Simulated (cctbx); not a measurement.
## Eu5Hg3: precision against data quality

Space group C2/c (no. 15), a = 16.9740 Å, b = 8.2910 Å, c = 8.4260 Å, α = 90.00°, β = 118.99°, γ = 90.00°.

```csv
atom,mult.,x,y,z,Ueq (Å²)
Hg1,8,0.2497,0.1189,0.3684,0.0108
Hg2,4,0,0.7518,1/4,0.0105
Eu1,8,0.3977,0.9124,0.3059,0.0071
Eu2,8,0.1022,0.9207,0.0167,0.0105
Eu3,4,1/4,1/4,0,0.0103
```

The model is made up (kin elements in a known structure type, no relaxation), so it says nothing on whether the phase exists.

Five simulated data sets (cctbx; Ag Kα, λ = 0.56087 Å; 1.5 % proportional error) differ in resolution or exposure (noise floor 15 counts in the first three, 8 in the last two). Each is refined with the right model, isotropic at 1.1 Å and anisotropic otherwise. How do the figures of merit and the uncertainties move?

| d min (Å) | top counts | ⟨I/σ⟩ (unmerged, absences included) | unique | param. (scale apart) | Rint | R1 | GooF | largest s.u. xyz (fractional) | s.u. U of Eu1 (Å²) | largest error (Å) |
| --- | --- | --- | --- | --- | --- | --- | --- | --- | --- | --- |
| 1.1 | 20000 | 11.2 | 409 | 15 | 0.018 | 0.0126 | 1.36 | 0.00009 | 0.0002 | 0.0011 |
| 0.84 | 20000 | 9.9 | 911 | 38 | 0.021 | 0.0108 | 0.94 | 0.00004 | 0.0001 | 0.0006 |
| 0.6 | 20000 | 7.2 | 2508 | 38 | 0.027 | 0.0159 | 0.93 | 0.00003 | 0.0001 | 0.0005 |
| 0.75 | 300 | 0.8 | 1281 | 38 | 0.315 | 0.0901 | 0.93 | 0.00050 | 0.0016 | 0.0056 |
| 0.75 | 3000 | 3.8 | 1281 | 38 | 0.057 | 0.0264 | 0.93 | 0.00009 | 0.0003 | 0.0011 |

The number of reflections grows roughly as 1/d³: 409, 911 and 2508 here. R1 follows the noise rather than the truth: at 300 counts it is 0.0901, at 3000 counts 0.0264, while GooF is 0.93 and 0.93: the weights 1/σ² carry the noise. The s.u. of U (U11 where anisotropic) for Eu1 goes 0.0002, 0.0001, 0.0001 Å² with resolution and 0.0016, 0.0003 Å² with exposure.

The 1.1 Å row also differs in its displacement model, so it isn't a clean test of resolution.

Hardware for the 0.6 Å refinement: 0.62 s on 1 thread of Arm Neoverse N1 (shared host), peak memory 0.09 GiB.

[Logs are printed without paths, hosts, clocks, repeated set-up lines and the standing remarks that a program may print on its own settings, such as how far it seeks lower states.]
